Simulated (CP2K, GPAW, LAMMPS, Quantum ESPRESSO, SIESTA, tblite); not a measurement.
# Glassy 29TiO2-71Al2O3 (mol %) (137 atoms) in other programs, against a plane-wave reference

How near do other programs and methods come to a plane-wave reference for glassy 29TiO2-71Al2O3 (mol %) (137 atoms)? A plane-wave run serves as the reference.

Calculated with Quantum ESPRESSO 7.5; Kohn-Sham DFT, PBE, SSSP efficiency 1.3.0 pseudopotentials, plane waves.

### 1. The starting structure

The cell holds 137 atoms: 9 Ti, 44 Al and 84 O. Cell: a = 11.336 Å, b = 11.336 Å, c = 11.336 Å, α = 90.0°, β = 90.0°, γ = 90.0°. 137 atoms (9 Ti, 44 Al, 84 O) placed at random at 3.12 g/cm³, melted at 4000 K for 10 ps at fixed volume with the Morse and Coulomb pair potential with partial charges (Pedone, Malavasi, Menziani, Cormack and Segre, J. Phys. Chem. B 110, 11780 (2006)). Quenched from 4000 K to 300 K at 300 K/ps and fixed volume, held 10 ps at zero pressure.

### 2. The reference run

File pw.in:

```
&control
  calculation = 'scf'
  pseudo_dir = './pseudo'
  outdir = './tmp'
  disk_io = 'none'
  tprnfor = .true.
  tstress = .true.
/
&system
  ibrav = 0
  nat = 137
  ntyp = 3
  ecutwfc = 60
  ecutrho = 480
  nosym = .true.
  occupations = 'smearing'
  smearing = 'fd'
  degauss = 0.003675
/
&electrons
  conv_thr = 6.9e-07
  electron_maxstep = 100
  mixing_beta = 0.4
  mixing_mode = 'plain'
  diagonalization = 'david'
/
ATOMIC_SPECIES
Ti 47.867 Ti.upf
Al 26.982 Al.upf
O 15.999 O.upf
CELL_PARAMETERS angstrom
11.33646 0.00000 0.00000
0.00000 11.33646 0.00000
0.00000 0.00000 11.33646
ATOMIC_POSITIONS crystal
Ti 0.45263 0.88175 0.06837
Ti 0.23859 0.42409 0.37167
Ti 0.83596 0.94087 0.62768
Ti 0.91626 0.22575 0.33117
Ti 0.70215 0.22300 0.63280
Ti 0.27937 0.10721 0.39147
Ti 0.09939 0.16562 0.87824
Ti 0.18960 0.23677 0.17243
Ti 0.51397 0.51601 0.25029
Al 0.02879 0.44393 0.88046
Al 0.42100 0.94890 0.81509
Al 0.71154 0.26268 0.09538
[... 121 atom lines left out ...]
O 0.69630 0.29305 0.46435
O 0.60832 0.84935 0.10423
O 0.06640 0.87976 0.29822
O 0.24548 0.72433 0.33330
K_POINTS gamma
```

On the command line:

```sh
$ OMP_NUM_THREADS=1 mpirun -np 4 pw.x -in pw.in > output.txt
```

Output:

```text
Program PWSCF
     gamma-point specific algorithms are used
     one sub-group per band group will be used
     scalapack distributed-memory algorithm (size of sub-group:  2*  2 procs)
     Parallelization info
     sticks:   dense  smooth     PW     G-vecs:    dense   smooth      PW
     Min        4382    2189    548               436486   154376   19262
     Max        4383    2194    552               436491   154378   19264
     Sum       17529    8765   2201              1745949   617509   77053
     bravais-lattice index     =            0
     lattice parameter (alat)  =      21.4228  a.u.
     unit-cell volume          =    9831.7082 (a.u.)^3
     number of atoms/cell      =          137
     number of atomic types    =            3
[... lines left out ...]
     scf convergence threshold =      6.9E-07
[... lines left out ...]
     number of k points=     1  Fermi-Dirac smearing, width (Ry)=  0.0037
[... lines left out ...]
     total energy              =   -6201.12212010 Ry
[... lines left out ...]
     total energy              =   -6056.58293298 Ry
[... lines left out ...]
     total energy              =   -6316.87641056 Ry
[... lines left out ...]
     c_bands:  1 eigenvalues not converged
[... lines left out ...]
     total energy              =   -6327.12616809 Ry
[... lines left out ...]
     total energy              =   -6327.12616862 Ry
[... lines left out ...]
   -26.8793 -26.8265 -26.8095 -26.7644 -26.7338 -26.6956 -26.5176 -26.4786
[...]
12.9971  13.0156  13.0559  13.1278  13.1583  13.2565  13.3470  13.3579
    13.3997  13.5486  13.5963  13.6371  13.7404  13.7841  13.8257  13.8793
    13.9207  14.0239  14.1090  14.1331  14.1895  14.2494
     the Fermi energy is     7.2890 ev
!    total energy              =   -6327.12616874 Ry
     estimated scf accuracy    <       0.00000018 Ry
     smearing contrib. (-TS)   =      -0.00000000 Ry
     internal energy E=F+TS    =   -6327.12616874 Ry
     The total energy is F=E-TS. E is the sum of the following terms:
     one-electron contribution =   -1820.35923269 Ry
     hartree contribution      =    1355.22129554 Ry
     xc contribution           =    -917.85308305 Ry
     ewald contribution        =   -2619.98374833 Ry
     one-center paw contrib.   =   -2324.15140021 Ry
     convergence has been achieved in  18 iterations
     negative rho (up, down):  1.172E-02 0.000E+00
     Forces acting on atoms (cartesian axes, Ry/au):
     atom    1 type  1   force =    -0.02904578   -0.03538153    0.00175313
     atom    2 type  1   force =     0.01292075   -0.04747429   -0.02056979
     atom    3 type  1   force =     0.02763613    0.00674703    0.00463413
[...]
atom  136 type  3   force =     0.01558345   -0.00560284    0.09979123
     atom  137 type  3   force =    -0.01203044    0.00767116    0.10276654
     Total force =     0.885916     Total SCF correction =     0.000982
     Computing stress (Cartesian axis) and pressure
     negative rho (up, down):  1.172E-02 0.000E+00
          total   stress  (Ry/bohr**3)                   (kbar)     P=      120.71
   0.00084975  -0.00002971  -0.00009736          125.00       -4.37      -14.32
  -0.00002971   0.00080865  -0.00001539           -4.37      118.96       -2.26
  -0.00009736  -0.00001539   0.00080336          -14.32       -2.26      118.18
     Message from routine punch:
     Nothing written, as per user request (disk_io='none')
```

Elapsed: 20 min, on 4 MPI ranks of Arm Neoverse N1, shared host; peak memory 5.9 GiB.

Banners, paths, timers and routine set-up lines are dropped from the logs unmarked, and long logs keep their key lines alone; longer cuts are marked.

Numbers from this run:

* r.m.s. force component: 1.124 eV/Å
* longest force: 4.586 eV/Å
* pressure: 12.07 GPa
* gap (highest filled to lowest empty level): 2.011 eV

### 3. Local order

Density 3.38 g/cm³, 10.63 Å³ an atom.

g(r), total and by pair (bins of 0.2 Å):

| r (Å) | total | O-O | O-Al | O-Ti | Al-Al | Al-Ti | Ti-Ti |
| --- | --- | --- | --- | --- | --- | --- | --- |
| 1.60 | 0.62 | 0.00 | 1.58 | 0.00 | 0.00 | 0.00 | 0.00 |
| 1.80 | 2.87 | 0.00 | 5.91 | 6.74 | 0.00 | 0.00 | 0.00 |
| 2.00 | 0.82 | 0.00 | 1.73 | 1.77 | 0.00 | 0.00 | 0.00 |
| 2.20 | 0.20 | 0.00 | 0.26 | 1.14 | 0.00 | 0.00 | 0.00 |
| 2.40 | 0.34 | 0.55 | 0.27 | 0.28 | 0.00 | 0.00 | 0.00 |
| 2.60 | 1.09 | 2.54 | 0.18 | 0.12 | 0.52 | 0.00 | 0.00 |
| 2.80 | 1.50 | 3.01 | 0.32 | 0.00 | 2.12 | 0.55 | 0.00 |
| 3.00 | 1.27 | 1.97 | 0.39 | 0.33 | 2.56 | 1.98 | 1.51 |
| 3.20 | 0.90 | 0.83 | 0.55 | 0.15 | 2.63 | 1.98 | 1.47 |
| 3.40 | 0.91 | 0.41 | 1.08 | 1.11 | 1.30 | 2.58 | 0.00 |
| 3.60 | 1.08 | 0.70 | 1.44 | 1.22 | 0.69 | 1.27 | 5.60 |
| 3.80 | 0.89 | 0.51 | 1.31 | 1.49 | 0.42 | 0.51 | 0.00 |
| 4.00 | 1.02 | 0.67 | 1.43 | 1.29 | 0.67 | 0.73 | 0.00 |
| 4.20 | 0.99 | 0.67 | 1.36 | 1.47 | 0.47 | 0.75 | 0.82 |
| 4.40 | 1.01 | 0.65 | 1.35 | 1.58 | 0.68 | 0.61 | 1.51 |
| 4.60 | 0.94 | 1.00 | 0.98 | 1.09 | 0.59 | 0.63 | 0.66 |
| 4.80 | 1.01 | 1.31 | 0.77 | 0.64 | 1.04 | 1.09 | 1.85 |
| 5.00 | 1.10 | 1.52 | 0.71 | 0.80 | 1.44 | 1.00 | 0.59 |
| 5.20 | 1.06 | 1.36 | 0.72 | 0.71 | 1.44 | 1.36 | 0.55 |
| 5.40 | 0.96 | 1.25 | 0.68 | 0.79 | 1.07 | 0.95 | 0.51 |
| 5.60 | 0.91 | 0.98 | 0.84 | 0.78 | 0.84 | 1.21 | 2.27 |

Bonds by pair of elements; cutoffs follow the first minimum of g(r), held within bounds set by covalent radii, and pairs that aren't listed don't count as bonded (cutoffs were set anew for this text, so counts can differ from the run's own analysis):

| pair A-B | cutoff (Å) | bonds | mean length (Å) | spread (Å) | shortest (Å) | B about A | A about B |
| --- | --- | --- | --- | --- | --- | --- | --- |
| O-Al | 2.27 | 200 | 1.83 | 0.129 | 1.61 | 2.38 | 4.54 |
| O-Ti | 2.77 | 48 | 1.94 | 0.183 | 1.71 | 0.571 | 5.33 |

How many atoms have how many bonded neighbours:

| element | mean | 2 | 3 | 4 | 5 | 6 |
| --- | --- | --- | --- | --- | --- | --- |
| Al | 4.54 | 0 | 0 | 23 | 18 | 3 |
| O | 2.95 | 9 | 70 | 5 | 0 | 0 |
| Ti | 5.33 | 0 | 0 | 2 | 2 | 5 |

Oxygen atoms by the number of network formers (Si, P, Ge, B, Al, As, Ga) bound to them:

| network formers bound to O | O atoms | per cent |
| --- | --- | --- |
| 0 | 4 | 4.8 |
| 1 | 4 | 4.8 |
| 2 | 34 | 40.5 |
| 3 | 40 | 47.6 |
| 4 | 2 | 2.4 |

Network units: each former by its oxygen neighbours and how many of them bridge to another former:

| former | O neighbours | bridging O | atoms |
| --- | --- | --- | --- |
| Al | 4 | 3 | 2 |
| Al | 4 | 4 | 21 |
| Al | 5 | 5 | 18 |
| Al | 6 | 4 | 1 |
| Al | 6 | 6 | 2 |

Rings of the network by King's shortest-path rule, up to 12 atoms, one path for each pair of neighbours; H, halogens, alkali and alkaline-earth atoms are left out, and the last column divides by all other atoms, bonded or not:

| ring size (atoms) | rings | per network atom |
| --- | --- | --- |
| 4 | 37 | 0.27 |
| 6 | 81 | 0.591 |
| 8 | 127 | 0.927 |
| 10 | 31 | 0.226 |
| 12 | 2 | 0.015 |

### 4. The other programs

The programs:
- CP2K 2026.2: Gaussian basis with GTH pseudopotentials and a plane-wave density; labels give functional, basis (MOLOPT sets; SR short-range, UZH the newer set with its own potentials), grid cutoff/relative cutoff and solver (OT: orbital transformation; TRS4, TC2, SIGN: linear-scaling purification with its sparsity filter), or its built-in tight binding.
- GPAW 26.7.0: PAW with atomic orbitals (LCAO), plane waves or a real-space grid of spacing h.
- SIESTA 5.4.2: numerical atomic orbitals, whose automatically made sets are far from complete, with PseudoDojo norm-conserving potentials that we converted to its format (checked against plane waves on the same files for H, C, O, Si, Ge and Ca alone); labels give functional, basis size, energy shift and mesh cutoff.
- tblite 0.8.0: extended tight binding, driven from Python.

All use the same cell and atoms; the electronic-structure runs use the same k-mesh, and an electronic temperature of 580 K (0.05 eV) where levels are smeared.

Differences are against the plane-wave reference, forces as r.m.s. over components; share is that over the reference's r.m.s. force, slope the least-squares factor from reference forces to these. Total energies of different programs have different zeros and aren't compared.

| run | Δ force, r.m.s. (meV/Å) | share (%) | slope | Δ pressure (GPa) | Δ gap (eV) | cores | CPU time | memory (GiB) |
| --- | --- | --- | --- | --- | --- | --- | --- | --- |
| reference | - | - | - | - | - | 4 | 79 min | 5.9 |
| CP2K PBE, DZVP-UZH, 280/50 Ry, OT CG (coarse) | 146 | 13.0 | 0.963 | -0.475 | -0.0735 | 4 | 48 min | 2.9 |
| CP2K PBE, SZV-MOLOPT-SR, 800/50 Ry, OT CG (coarse) | 401 | 35.7 | 1.118 | 14.2 | -0.543 | 2 | 25 min | 3.0 |
| GPAW PBE, LCAO dzp, h 0.15 Å | 184 | 16.4 | 1.079 | - | -0.120 | 4 | 52 min | 6.0 |
| GPAW PBE, LCAO dzp, h 0.18 Å | 188 | 16.7 | 1.080 | - | -0.12 | 2 | 34 min | 3.4 |
| GPAW PBE, LCAO sz(dzp), h 0.18 Å (coarse) | 424 | 37.7 | 1.127 | - | -0.346 | 1 | 5.5 min | 2.0 |
| SIESTA PBE, DZ, shift 0.01 Ry, mesh 500 Ry (coarse) | 405 | 36.1 | 1.174 | 7.55 | -0.232 | 2 | 12 min | 2.4 |
| SIESTA PBE, DZP, shift 0.01 Ry, mesh 500 Ry | 122 | 10.8 | 1.053 | 2.16 | -0.223 | 4 | 40 min | 4.6 |
| SIESTA PBE, SZ, shift 0.02 Ry, mesh 500 Ry (coarse) | 514 | 45.7 | 1.171 | -0.0558 | -0.174 | 1 | 6.9 min | 1.3 |
| SIESTA PBE, SZ, shift 0.02 Ry, mesh 500 Ry, orbital minimisation (coarse) | 514 | 45.7 | 1.171 | -0.0552 | - | 2 | 18 min | 1.6 |
| SIESTA PBE, SZP, shift 0.01 Ry, mesh 500 Ry (coarse) | 260 | 23.1 | 1.159 | 6.03 | -0.269 | 2 | 29 min | 3.5 |
| SIESTA PBE, TZP, shift 0.01 Ry, mesh 500 Ry | 66.0 | 5.87 | 1.034 | 0.397 | -0.195 | 4 | 55 min | 5.5 |
| SIESTA revPBE, PBE potentials, DZP, shift 0.01 Ry, mesh 500 Ry | 117 | 10.4 | 1.055 | 3.75 | -0.239 | 4 | 39 min | 4.6 |
| tblite GFN1-xTB | 730 | 64.9 | 0.626 | 7.58 | - | 1 | 34 s | 0.18 |

Rows marked coarse were listed beforehand as settings not expected to be converged; some can still land near the reference.

CPU time is summed over cores on a shared host, where runs went side by side, so it is rough. Symmetry, cutoffs, thresholds, outputs and thread counts weren't matched or tuned between programs; memory under MPI is the largest rank's times the ranks.

Runs without a result: CP2K PBE, SZV-MOLOPT-SR, 800/50 Ry, SIGN filter 1e-04, SCF 1e-05 (cut off at its time limit of 11 min); CP2K PBE, SZV-MOLOPT-SR, 800/50 Ry, SIGN filter 1e-03, SCF 1e-04 (cut off at its time limit of 9.9 min); CP2K PBE, SZV-MOLOPT-SR, 800/50 Ry, SIGN filter 1e-07, SCF 1e-07 (cut off at its time limit of 12 min); QE PBE, sssp-1.3.0-efficiency, 60/480 Ry, cg (cut off at its time limit of 36 min).

Mean charges by element (e), by run and scheme:

| run | scheme | Ti | Al | O |
| --- | --- | --- | --- | --- |
| SIESTA PBE, DZP, shift 0.01 Ry, mesh 500 Ry | Hirshfeld | +0.53 | +0.36 | -0.24 |
| SIESTA PBE, TZP, shift 0.01 Ry, mesh 500 Ry | Hirshfeld | +0.56 | +0.38 | -0.26 |
| SIESTA revPBE, PBE potentials, DZP, shift 0.01 Ry, mesh 500 Ry | Hirshfeld | +0.53 | +0.36 | -0.24 |
| tblite GFN1-xTB | Mulliken | +0.64 | +0.54 | -0.35 |

Within one program, basis, potentials and functional, energies share a zero. Each run against its twin at the usual cutoff or grid and solver:

| run | twin | Δ energy (meV/atom) | Δ force, r.m.s. (meV/Å) | CPU time over the twin's |
| --- | --- | --- | --- | --- |
| GPAW PBE, LCAO dzp, h 0.15 Å | LCAO dzp, h 0.18 Å | -46.6 | 21.5 | 1.5 (this twin ran on 2 cores) |
| SIESTA PBE, SZ, shift 0.02 Ry, mesh 500 Ry, orbital minimisation | SZ, shift 0.02 Ry, mesh 500 Ry | 0 | 0.14 | 2.7 (this twin ran on 1 cores) |

### 5. Results

| Item | Value |
| --- | --- |
| reference r.m.s. force component | 1.12 eV/Å |
| nearest in forces | SIESTA PBE, TZP, shift 0.01 Ry, mesh 500 Ry, 5.9 % |
| farthest in forces | tblite GFN1-xTB, 65 % |
| cheapest electronic-structure run beside the reference | tblite GFN1-xTB, 34 s of CPU time |

The PBE runs in local orbitals, coarse settings apart, differ by 5.9 % (SIESTA PBE, TZP, shift 0.01 Ry, mesh 500 Ry) to 17 % (GPAW PBE, LCAO dzp, h 0.18 Å); basis, grid and potentials can all enter. Tight binding differs by 65 % (tblite GFN1-xTB); it is another model, with fitted parameters of its own, and the xTB methods hold dispersion. Rows with another functional or a dispersion term differ by 10 % (SIESTA revPBE, PBE potentials, DZP, shift 0.01 Ry, mesh 500 Ry), which mixes the change of model with differences of basis and potentials, some of them made for another functional. CP2K PBE, SZV-MOLOPT-SR, 800/50 Ry, OT CG needed 78 SCF steps, so its time overstates the method's usual cost. Runs with settings chosen to be coarse differ by 13 % (CP2K PBE, DZVP-UZH, 280/50 Ry, OT CG) to 46 % (SIESTA PBE, SZ, shift 0.02 Ry, mesh 500 Ry), their programs' other errors included. Of the electronic-structure runs that take under half the reference's CPU time, SIESTA revPBE, PBE potentials, DZP, shift 0.01 Ry, mesh 500 Ry comes nearest, at 10 % in 39 min against 79 min; its pressure misses by +3.7 GPa. SIESTA PBE, DZ, shift 0.01 Ry, mesh 500 Ry stiffens the forces by a factor of 1.17 while following their directions (correlation 0.966); the slopes of the 7 SIESTA runs lie between 1.03 and 1.17. At the same functional, gaps differ from the reference's 2.01 eV by between -0.54 and -0.07 eV. In pressure, CP2K PBE, SZV-MOLOPT-SR, 800/50 Ry, OT CG misses by +14.2 GPa, at the same functional. Charges hang on model, scheme and program or settings: among these rows the mean for Al runs from +0.36 to +0.54 e. In the reference: filled and empty levels are parted by 2.01 eV (on the run's k-points); a semilocal functional tends to put such gaps too low. In a disordered cell it changes from sample to sample, and tail or defect levels can set it. In the reference: first main peaks of g(r), for some of the pairs, lie near 2.7 Å (O-O), 1.8 Å (O-Al), 1.8 Å (O-Ti) and 3.1 Å (Al-Al). Periodic xTB results under one method name differ between programs and library versions. The reference's pressure holds the uncorrected Pulay stress of its 60 Ry basis, so small pressure differences, and their order, may be the reference's own error. The quench rate of 300 K/ps is many orders above laboratory rates, so the cell is likely richer in defects and strain than a real sample. The network of bonds at the start is that of the classical potential that made the cell, and needn't be the one that DFT or experiment would give. The electronic-structure runs sample only Γ, in a cell whose shortest periodic width is 11 Å.

[Also dropped from logs without a mark: logging warnings of Python, and SIESTA's first energy breakdown and zero terms.]

[Logs are printed without paths, hosts, clocks, repeated set-up lines and the standing remarks that a program may print on its own settings, such as how far it seeks lower states.]

[Hosts, paths, dates, database ids (printed as entryN), source tags and the programs' standing remarks are cut or masked in the printed files.]
